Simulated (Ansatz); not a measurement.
# Work function of Pt(110): what the settings cost and change, part 2 of 2

How far do functional and pseudopotentials move the work function of Pt(110), and at what cost?

Ansatz 0.2.0; plane-wave DFT, PBE, Ansatz PAW (the session's first sound run).

So far, work function, upper face (eV): step 2 (slab, setting PBE, Ansatz PAW (420 eV)) 5.24; step 5 (RPBE) 5.08; step 6 (r2SCAN) 5.27; step 7 (PBE JTH) 5.25; step 8 (PBE norm-conserving) 5.24.

## (9) Run

This step: plane-wave DFT, LDA, norm-conserving (Ansatz 0.2.0).

Contents of input.yaml:

```yaml
crystal:
  lattice:
    - [3.92, 0.0, 0.0]
    - [0.0, 2.7718585823, 0.0]
    - [0.0, 0.0, 26.3155757468]
  atoms:
    - { symbol: Pt, position: [0.0, 0.0, 0.3420027776] }
    - { symbol: Pt, position: [0.5, 0.5, 0.3946685184] }
    - { symbol: Pt, position: [0.0, 0.0, 0.4473342592] }
    - { symbol: Pt, position: [0.5, 0.5, 0.5] }
    - { symbol: Pt, position: [0.0, 0.0, 0.5526657408] }
    - { symbol: Pt, position: [0.5, 0.5, 0.6053314816] }
    - { symbol: Pt, position: [0.0, 0.0, 0.6579972224] }
kpoints:
  mp_grid: { grid: [11, 15, 1] }
hamiltonian:
  xc: lda
  pseudopotentials: { kind: nc }
scf:
  occupations: { method: fermi_dirac, width: 0.1 }
  convergence: { dr2_threshold: 1.0e-09 }
efield:
  axis: 3
  dipole_correction: true
  ramp_position: 0.97
  ramp_width: 0.06
output:
  write_potential: true
  write_density: true
  volumetric_format: npy
```

Started as:

```
$ ansatz run input.yaml --threads 4 --pin off --max-ram 6144MiB --backend cpu --events-out ev --progress --plain --runs-dir out
```

Numbers of over 12 decimals in the logs are rounded to 6 here.

Output:

```text
[...]
Crystal: 7 atoms, lattice volume = 285.937 Å³
Basis set: ecut = 1142.878222 eV, 25147 PW (Γ)
Bands: 76, of which v1, the nominal top of the filled ones, is band 63 counted from 1 (62 counted from 0)
Symmetry: 4 space group operations
k-points: 48 of 165
[...]
k-point 0: bands = [... 59 lower, 4.2461, 4.5077, 4.5088, 4.8608, 4.9342, 5.1447, 5.1622, 5.4238, ... 9 higher]
  k-point 1: bands = [... 59 lower, 4.1863, 4.5249, 4.6355, 4.6608, 4.8142, 5.1657, 5.2039, 5.3210, ... 9 higher]
  k-point 2: bands = [... 59 lower, 3.9927, 4.5298, 4.5426, 4.5770, 4.6181, 5.1072, 5.3456, 5.4288, ... 9 higher]
  k-point 47: bands = [... 59 lower, 5.0085, 5.0170, 5.2059, 5.2372, 5.6893, 6.3287, 7.8888, 8.4757, ... 9 higher]
[key lines of the parts left out:]
SCF converged after 11 iterations
Free energy (F): -24889.768734 eV
Fermi energy:    4.975384 eV
Dipole field:    D = -0.000000 V/Å  (p = -0.000000 e·Å, saw-weighted, corrected)
Work function:   Φ+ = 5.6318 eV   Φ− = 5.6318 eV
```

Wall time 6.6 min (4 threads of Arm Neoverse N1, shared host); peak memory 4.6 GiB; 26 min of CPU time.

The work function is 5.632 eV, +0.388 eV from the run “PBE, Ansatz PAW (420 eV)”, at 4.9 times its CPU time.

## (10) Slab, setting PBE, all layers relaxed

This step: plane-wave DFT, PBE, Ansatz PAW (Ansatz 0.2.0).

Edit input.yaml of step 9 so:

```diff
@@ -16,4 +16,3 @@
 hamiltonian:
-  xc: lda
-  pseudopotentials: { kind: nc }
+  xc: pbe
 scf:
@@ -26,2 +25,5 @@
   ramp_width: 0.06
+relax:
+  f_tol: 0.01
+  max_steps: 40
 output:
```

Output:

```text
[...]
Crystal: 7 atoms, lattice volume = 285.937 Å³
Basis set: ecut = 420 eV, 5587 PW (Γ), exchange–correlation on 54×40×360 points (8 copies of the dense FFT grid, shifted against one another)
Bands: 76, of which v1, the nominal top of the filled ones, is band 63 counted from 1 (62 counted from 0)
Symmetry: 4 space group operations
k-points: 48 of 165
[...]
atoms:
    - { symbol: Pt, position: [0.0, 0.0, 0.341787] }
    - { symbol: Pt, position: [0.5, 0.5, 0.388506] }
    - { symbol: Pt, position: [0.0, 0.0, 0.446525] }
    - { symbol: Pt, position: [0.5, 0.5, 0.500000] }
    - { symbol: Pt, position: [0.0, 0.0, 0.553475] }
    - { symbol: Pt, position: [0.5, 0.5, 0.611494] }
    - { symbol: Pt, position: [0.0, 0.0, 0.658213] }
[key lines of the parts left out:]
SCF converged after 9 iterations
Free energy (F): -87658.764963 eV
Fermi energy:    5.264118 eV
Dipole field:    D = 0.000000 V/Å  (p = 0.000000 e·Å, saw-weighted, corrected)
Work function:   Φ+ = 5.2752 eV   Φ− = 5.2752 eV
```

It took 3.7 min on 4 threads; peak memory 1.1 GiB; 15 min of CPU time.

The relaxation took 4 steps and lowered the energy by 0.18 eV; the largest force on the free atoms ends at 0.0015 eV/Å.

The work function is 5.275 eV, +0.032 eV from the run “PBE, Ansatz PAW (420 eV)”, at 2.8 times its CPU time.

## (11) Run

This step: plane-wave DFT, PBE, fully relativistic PAW with spin-orbit coupling (Ansatz 0.2.0).

Edit input.yaml of step 10 so:

```diff
@@ -17,2 +17,3 @@
   xc: pbe
+  pseudopotentials: { kind: paw_fr }
 scf:
@@ -25,5 +26,5 @@
   ramp_width: 0.06
-relax:
-  f_tol: 0.01
-  max_steps: 40
+magnetization:
+  noncollinear: true
+  spin_orbit: true
 output:
```

Output:

```text
[...]
non-collinear run that drives no moment, with spin-orbit: no starting moment large enough to seed its density (crystal.atoms[].spin), no starting occupations that ask for one, no magnetisation constraint and no magnetic field, so the semilocal B_xc is pinned to zero
Crystal: 7 atoms, lattice volume = 285.937 Å³
[...]
k-point 1: bands = [... 122 lower, 4.8920, 4.8920, 4.9304, 4.9304, 5.1134, 5.1134, 5.6065, 5.6065, ... 22 higher]
  k-point 2: bands = [... 122 lower, 4.7037, 4.7037, 5.0059, 5.0059, 5.1912, 5.1912, 5.5202, 5.5202, ... 22 higher]
  k-point 47: bands = [... 122 lower, 5.5481, 5.5481, 5.5710, 5.5710, 5.9922, 5.9922, 6.6061, 6.6061, ... 22 higher]
[key lines of the parts left out:]
SCF converged after 13 iterations
Magnetization: |M| = 0.0000 μB,  M = (+0.0000, +0.0000, +0.0000) μB
Free energy (F): -87901.054836 eV
Fermi energy:    5.346146 eV
Dipole field:    D = 0.000000 V/Å  (p = 0.000000 e·Å, saw-weighted, corrected)
Work function:   Φ+ = 5.2275 eV   Φ− = 5.2275 eV
```

Wall time 10 min (4 threads); peak memory 5.5 GiB.

The work function is 5.227 eV, -0.016 eV from the run “PBE, Ansatz PAW (420 eV)”, at 7.8 times its CPU time.

## (12) The series together

Times are for 4 threads of Arm Neoverse N1, shared host. Results by setting:

| no. | setting | work function, upper face (eV) | time | memory (GiB) |
| --- | --- | --- | --- | --- |
| 1 | PBE, Ansatz PAW (420 eV) | 5.244 | 87 s | 1.4 |
| 2 | LDA, Ansatz PAW (420 eV) | 5.627 | 80 s | 1.4 |
| 3 | PBEsol, Ansatz PAW (420 eV) | 5.354 | 81 s | 1.4 |
| 4 | RPBE, Ansatz PAW (420 eV) | 5.078 | 87 s | 1.4 |
| 5 | r2SCAN, Ansatz PAW (500 eV) | 5.266 | 3.8 min | 2.1 |
| 6 | PBE, JTH PAW (750 eV) | 5.251 | 2.6 min | 2.1 |
| 7 | PBE, norm-conserving (1143 eV) | 5.244 | 5.9 min | 4.7 |
| 8 | LDA, norm-conserving (1143 eV) | 5.632 | 6.6 min | 4.6 |
| 9 | PBE, all layers relaxed | 5.275 | 3.7 min | 1.1 |
| 10 | PBE with spin-orbit coupling (420 eV) | 5.227 | 10 min | 5.5 |

## (13) A changed input

This step: plane-wave DFT, PBE, Ansatz PAW (Ansatz 0.2.0).

An input spoilt on purpose, to show how the run answers: it repeats the earlier run “PBE, Ansatz PAW (420 eV)” with efield.ramp_width from 0.06 to 0.9, and scf.max_iter set to 60; its output block differs too.

Edit input.yaml of step 11 so:

```diff
@@ -17,3 +17,2 @@
   xc: pbe
-  pseudopotentials: { kind: paw_fr }
 scf:
@@ -21,2 +20,3 @@
   convergence: { dr2_threshold: 1.0e-09 }
+  max_iter: 60
 efield:
@@ -25,6 +25,3 @@
   ramp_position: 0.97
-  ramp_width: 0.06
-magnetization:
-  noncollinear: true
-  spin_orbit: true
+  ramp_width: 0.9
 output:
```

Output:

```text
Engine: ansatz 0.2.0, aarch64-unknown-linux-gnu
Pseudopotentials: kind: paw
Pseudopotential: Pt, paw, valence charge 18, recommended cutoff 420 eV (normal), Pt.paw.azcp
Functional definition: PBE
  parameter kappa = 0.804
  parameter beta = 0.066725
  exchange = pbe_x(kappa = kappa, mu = beta*pi^2/3)
  correlation = pbe_c(beta = beta)
Crystal: 7 atoms, lattice volume = 285.937 Å³
Basis set: ecut = 420 eV, 5587 PW (Γ)
Bands: 76, of which v1, the nominal top of the filled ones, is band 63 counted from 1 (62 counted from 0)
Symmetry: 4 space group operations
k-points: 48 of 165
Non-local potential: Pt, projectors of the file, l = 0: 3, l = 1: 2, l = 2: 2, l = 3: 1
PAW form: soft (Blöchl's): semilocal exchange-correlation on the pseudo side does not see the compensation charge
PAW one-centre angular grid: Pt, 590 points (default); XC on 64 Gauss nodes
Initial density: superposition of atomic densities (neutral atoms: chi_scale 0, normalization atom), corrected by the library's trained network
Initial wavefunctions: pseudopotential atomic-orbital guess
Functional: x = pbe(κ = 0.804, μ = 0.219515), c = pbe(β = 0.066725)
Error: efield: ion 0 (Pt) at fractional coordinate 0.3420 along the field axis lies inside the sawtooth ramp with 2 of the planes that the density is read on at each end, [0.9589, 0.8811] — the ramp must sit in vacuum (an ion there feels the fictitious reversed slope); set or move the ramp (efield.ramp_position / ramp_width) or move the geometry
```

Elapsed: 0.41 s, on 4 threads; peak memory 0.57 GiB.

The input was rejected at the start.

The program's message: “Error: efield: ion 0 (Pt) at fractional coordinate 0.3420 along the field axis lies inside the sawtooth ramp with 2 of the planes that the density is read on at each end, [0.9589, 0.8811] — the ramp m …”

The fault put into the input: a ramp so wide that it reaches the atoms.

## (14) Outcome

* work function, PBE, Ansatz PAW (420 eV): 5.244 eV
* work function, LDA, Ansatz PAW (420 eV): 5.627 eV
* work function, RPBE, Ansatz PAW (420 eV): 5.078 eV
* work function, r2SCAN, Ansatz PAW (500 eV): 5.266 eV
* work function, LDA, norm-conserving (1143 eV): 5.632 eV
* work function, PBE, all layers relaxed: 5.275 eV
* work function, PBE with spin-orbit coupling (420 eV): 5.227 eV

PBE on the default files gives 5.24 eV, and the settings tried spread the value from 5.08 to 5.63 eV. At one geometry LDA lies 0.38 eV above PBE. The choice of pseudopotentials moves the PBE value by 0.008 eV. Relaxing the layers changes it by +0.032 eV. Spin-orbit coupling, on the fully relativistic files, changes it by -0.02 eV. A compiled measured value is 5.53 eV (arxiv:1902.07811, 2019), but the real face reconstructs and these slabs don't, so it is no test of the method. The ladder's slabs use the tabulated experimental lattice constant (two decimals; a low-temperature value for the alkali metals).

[Logs are printed without paths, hosts, clocks, repeated set-up lines and the standing remarks that a program may print on its own settings, such as how far it seeks lower states.]

[Hosts, paths, dates, database ids (printed as entryN), source tags and the programs' standing remarks are cut or masked in the printed files.]

[Maps of the electrostatic potential energy from Ansatz leave out the sawtooth potential of an applied field or a dipole correction, so their vacuum need not be flat; planar profiles and work functions include it.]
